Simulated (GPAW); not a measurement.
# free-standing square Gd monolayer, spacing 3.816 A: exchange couplings by hand from total energies

Can a spin model with one coupling foretell the energy of a further order of free-standing square Gd monolayer, spacing 3.816 A?

Calculated with GPAW 26.7.0; LDA with U = 6 eV on Gd f; plane waves with GPAW's PAW setups, scalar-relativistic.

## (1) Starting point

The cell holds 1 atom: 1 Gd. Cell: a = 3.816 Å, b = 3.816 Å, c = 14.000 Å, α = 90.0°, β = 90.0°, γ = 90.0°. model lattice. Vacuum lies along c.

## (2) The parallel order

All energies count from this run. A Hubbard term is added for the open shell, at a value in common use.

Input file order1.py:

```python
import json
import numpy as np
from ase import Atoms
from ase.parallel import paropen, parprint
from gpaw import GPAW

atoms = Atoms(['Gd'],
    cell=[[3.816, 0.0, 0.0],
         [0.0, 3.816, 0.0],
         [0.0, 0.0, 14.0]],
    scaled_positions=[[0.0, 0.0, 0.5]],
    pbc=True,
    magmoms=[7.0])
atoms.calc = GPAW(mode={'name': 'pw', 'ecut': 700},
    xc='LDA',
    kpts={'size': (8, 8, 1), 'gamma': True},
    occupations={'name': 'fermi-dirac', 'width': 0.05},
    convergence={'density': 1e-05, 'energy': 1e-05},
    maxiter=200,
    setups={'Gd': ':f,6.0'},
    symmetry={'tolerance': 1e-4},
    txt='order1.txt')
e = atoms.get_potential_energy(force_consistent=True)
res = {'free_energy': e, 'energy_sigma0': atoms.get_potential_energy(), 'fermi_energy': atoms.calc.get_fermi_level()}
res['moments'] = atoms.get_magnetic_moments().tolist()
res['total'] = atoms.get_magnetic_moment()
parprint('site moments (muB):', np.round(res['moments'], 3))
parprint(f"total moment: {res['total']:.3f} muB")
parprint(f'free energy: {e:.6f} eV')
atoms.calc.write('order1.gpw')
n = atoms.calc.get_pseudo_density()
up, down = (atoms.calc.get_pseudo_density(spin=i) for i in (0, 1))
np.savez('grids.npz', density=n, spin=up - down)
with paropen('results.json', 'w') as f:
    json.dump(res, f)
```

Started as:

```console
$ OMP_NUM_THREADS=1 python3 order1.py > order1.log
```

What it wrote:

```text
site moments (muB): [7.307]
total moment: 8.375 muB
free energy: -11.468947 eV

--- order1.txt ---
Input parameters:
  mode=PW(ecut=700),
  convergence={'density': 1e-05, 'energy': 1e-05},
  kpts=MonkhorstPack(size=(8, 8, 1), gamma=True),
  maxiter=200,
  occupations=Occupations(name='fermi-dirac', width=0.05),
  setups={'Gd': ':f,6.0'},
  symmetry=Symmetry(tolerance=0.0001),
  xc=XC(name='LDA')

[...]
|          5 |       -10.475 |     1.000 |        -0.701 |     0.000 |
[...]
|         14 |        -0.957 |     0.004 |         0.802 |     0.000 |
|         15 |         0.541 |     0.000 |         1.921 |     0.000 |
|         16 |         0.541 |     0.000 |         1.996 |     0.000 |
|        ... |               |           |               |           |
|         18 |         1.745 |     0.000 |         3.030 |     0.000 |

No gap
No difference between direct/indirect transitions


[key lines of the parts left out:]
Free energy:     -11.468947
Converged in 15 steps
dipole moment: (-21.284349, -21.284349, -0.000001)  # |e|*Ang
Fermi level: -1.239
```

Run time: 58 s. Hardware: 1 MPI rank of Intel Xeon Platinum 8488C (Sapphire Rapids), shared host; peak memory 0.37 GiB.

Spin moment in the augmentation sphere by atom:

| atom | spin moment in the augmentation sphere (μB) |
| --- | --- |
| Gd1 | 7.31 |

Read from the output:

```yaml
magnetization: 8.375 μB
final_state: ferromagnetic
```

After 15 cycles the largest moment stands at 7.31 μB.

## (3) The orders used for the fit

The other orders were run with the same settings, on meshes that hold the same points. Free energies (smearing 0.05 eV, its entropy term included) are divided by the number of Gd atoms; q is in fractions of the reciprocal vectors of the first run's cell.

| order | atoms | mesh | free energy (eV) | eV per Gd | largest moment (μB) |
| --- | --- | --- | --- | --- | --- |
| F + | 1 | 8×8×1 | -11.4689 | -11.4689 | 7.31 |
| AF q=(0,1/2,0) +- | 2 | 8×4×1 | -22.7908 | -11.3954 | 7.25 |

## (4) Counting neighbours

With E = −Σ J e_i·e_j over ordered pairs of unit vectors, turning a neighbour from parallel to opposed costs 2J a Gd atom. So an order lies 2 Σ n J over the parallel one, n being the opposed neighbours in each shell.

| shell | distance (Å) | neighbours | opposed in AF q=(0,1/2,0) +- | opposed in AF q=(1/2,1/2,0) +- |
| --- | --- | --- | --- | --- |
| J1 | 3.82 | 4 | 2 | 4 |
| J2 | 5.40 | 4 | 4 | 0 |

Only J1 is kept.

## (5) Solving

```
2 × 2 × J1 = +73.54 meV    (AF q=(0,1/2,0) +-)
J1 = +18.39 meV
```

## (6) The test

The couplings now give the orders that were left out:

```
2 × 4 × (+18.39) = +147.12 meV    (AF q=(1/2,1/2,0) +-)
```

The runs themselves:

| order | atoms | mesh | free energy (eV) | eV per Gd | largest moment (μB) | over the parallel order (meV) | foretold (meV) |
| --- | --- | --- | --- | --- | --- | --- | --- |
| AF q=(1/2,1/2,0) +- | 2 | 4×8×1 | -22.6045 | -11.3022 | 7.13 | +166.72 | +147.12 |

## (7) One more shell

The miss asks for the next shell, which takes one more order into the fit and leaves none for a test.

```
2 × 2 × J1 + 2 × 4 × J2 = +73.54 meV    (AF q=(0,1/2,0) +-)
2 × 4 × J1 = +166.72 meV    (AF q=(1/2,1/2,0) +-)
J1 = +20.84 meV
J2 = -1.23 meV
```

## (8) Summary of results

```json
{
 "J1 (Gd–Gd at 3.82 Å)": "18.4 meV",
 "largest miss on the orders left out": "20 meV",
 "J1 with 2 shells": "20.8 meV",
 "J2 with 2 shells": "-1.23 meV"
}
```

In words: The model misses the order left out by 20 meV, 12 % of the span of the orders, so it holds only roughly. With the next shell added the couplings are J1 = +20.84 and J2 = -1.23 meV, untested. The first dropped shell that the test feels is J2 at 5.40 Å. The site moments spread by 2.5 % over the orders. In a metal couplings reach far, and the mesh was not tested. The couplings are effective ones: further shells with opposed neighbours are folded into them or show in the miss. No mean-field temperature is given: it needs a model that holds, an unfrustrated order and couplings in all three dimensions. The f shell is half filled, so the spin-only picture is fair.

[Logs and program files are shortened in this print: banners, set-up blocks, solver, clock and traceback lines can be left out without a mark of their own.]

[Logs are printed without paths, hosts, clocks, repeated set-up lines and the standing remarks that a program may print on its own settings, such as how far it seeks lower states.]

[Hosts, paths, dates, database ids (printed as entryN), source tags and the programs' standing remarks are cut or masked in the printed files.]

[Where a cell is said to come from a database of computed structures, the database is the Materials Project.]
